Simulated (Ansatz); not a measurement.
# Liquid (Cs,Rb)Br: a series in temperature

How do cells made at different temperatures differ in energy, pressure, forces, levels, charges and cost?

Computed with Ansatz 0.2.0: Kohn-Sham DFT, PBE, PAW (set soft_2). Every run is a single point, with the atoms held where the recipe put them (cutoff of the plane-wave runs 420 eV, fixed occupations).

First member: 90 atoms (19 Cs, 26 Rb, 45 Br) placed at random at 3.07 g/cm³, melted at 1800 K for 10 ps at fixed volume with the Lennard-Jones and Coulomb ion parameters for SPC/E (Joung and Cheatham, J. Phys. Chem. B 112, 9020 (2008)), full charges. Snapshot at the end of a hold of 20 ps at 940 K and fixed volume.

Last member: 90 atoms (19 Cs, 26 Rb, 45 Br) placed at random at 2.73 g/cm³, melted at 1800 K for 10 ps at fixed volume with the Lennard-Jones and Coulomb ion parameters for SPC/E (Joung and Cheatham, J. Phys. Chem. B 112, 9020 (2008)), full charges. Snapshot at the end of a hold of 20 ps at 1320 K and fixed volume.

The members:

```
temperature (K)  reduced formula  atoms  valence electrons  k-mesh        basis  density (g/cm³)
            940     Cs19Rb26Br45     90                720   1×1×1  plane waves             3.07
           1020     Cs19Rb26Br45     90                720   1×1×1  plane waves             3.00
           1100     Cs19Rb26Br45     90                720   1×1×1  plane waves             2.93
           1210     Cs19Rb26Br45     90                720   1×1×1  plane waves             2.83
           1320     Cs19Rb26Br45     90                720   1×1×1  plane waves             2.73
```

Each cell is one sample from a classical run, so sample-to-sample scatter enters every column; pressures lack the kinetic term.

The input of the first member, without its atom lines; other members have their own cell and atoms, and may differ in mesh, basis and outputs:

```yaml
crystal:
  lattice:
    - [16.5323, 0.0, 0.0]
    - [0.0, 16.5323, 0.0]
    - [0.0, 0.0, 16.5323]
  atoms:
    [... 90 lines ...]
kpoints:
  mp_grid: { grid: [1, 1, 1] }
hamiltonian:
  xc: pbe
scf:
  occupations: { method: fixed }
output:
  forces: true
  stress: true
  populations: true
  dos:
    method: { smearing: { sigma: 0.15 } }
    de: 0.1
    projected: { site_lists: { Br: [Br], Cs: [Cs], Rb: [Rb] } }
  eigenvalues: true
  write_density: true
  write_potential: true
  volumetric_format: npy
```

Q: What do these runs give, and what do they cost?

Results; charges are mean Löwdin charges in e:

```
temperature (K)  energy less the first member's (meV/atom)  pressure (GPa)  r.m.s. force (eV/Å)  gap (eV)  q(Cs)  q(Rb)  q(Br)
            940                                        0.0           0.818                0.293                3.26  +0.78  +0.76  -0.70
           1020                                        0.7           0.749                0.328                2.61  +0.79  +0.76  -0.70
           1100                                       49.9           0.933                0.385                2.94  +0.79  +0.76  -0.70
           1210                                       74.4           0.939                0.399                2.58  +0.80  +0.77  -0.71
           1320                                       78.9           0.649                0.375                2.44  +0.80  +0.77  -0.71
```

The gap is that between the highest filled and lowest empty Kohn-Sham level on the run's k-points; tail or defect levels can set it. The projection misses up to 0.037 e an atom, so the charges add up to more than the cell's charge.

Cost on 8 threads of Intel Xeon 6975P-C (Granite Rapids), shared host:

```
temperature (K)  atoms        basis  k-mesh  SCF cycles  time  host memory (GiB)
            940     90  plane waves   1×1×1           7  24 s                5.7
           1020     90  plane waves   1×1×1           7  30 s                5.8
           1100     90  plane waves   1×1×1           7  27 s                5.9
           1210     90  plane waves   1×1×1           7  29 s                6.0
           1320     90  plane waves   1×1×1           8  31 s                6.2
```

Times include the outputs that each run asked for, on hosts shared with other jobs.

What the series shows: The energy against the first member goes steadily from 0.0 meV/atom at 940 to 78.9 meV/atom at 1320 K; each member is a single configuration. The gap is lowest at 1320 K (2.44 eV) and highest at 940 K (3.26 eV), falling overall but not at every step; in single samples it varies with the configuration. The density spans 2.73 to 3.07 g/cm³, so the columns mix its effect with that of the temperature. The pressure is lowest at 1320 K (0.65 GPa) and highest at 1210 K (0.94 GPa), with no steady trend; the recipes set unlike densities, and the bond lengths of the classical model enter the pressure too. The r.m.s. force is lowest at 940 K (0.29 eV/Å) and highest at 1210 K (0.4 eV/Å), rising overall but not at every step.

**Limits.** Spin–orbit coupling is left out, which matters for the levels of the heavy elements. The starting topology of bonds comes from the classical model, and needn't be the one that DFT or experiment would give. The ion parameters were fitted for water, not for melts, so the starting structure of this cell may lie well off the real melt's. The cells aren't relaxed by DFT, which could reorder their energies.

[Logs are printed without paths, hosts, clocks, repeated set-up lines and the standing remarks that a program may print on its own settings, such as how far it seeks lower states.]

[Hosts, paths, dates, database ids (printed as entryN), source tags and the programs' standing remarks are cut or masked in the printed files.]
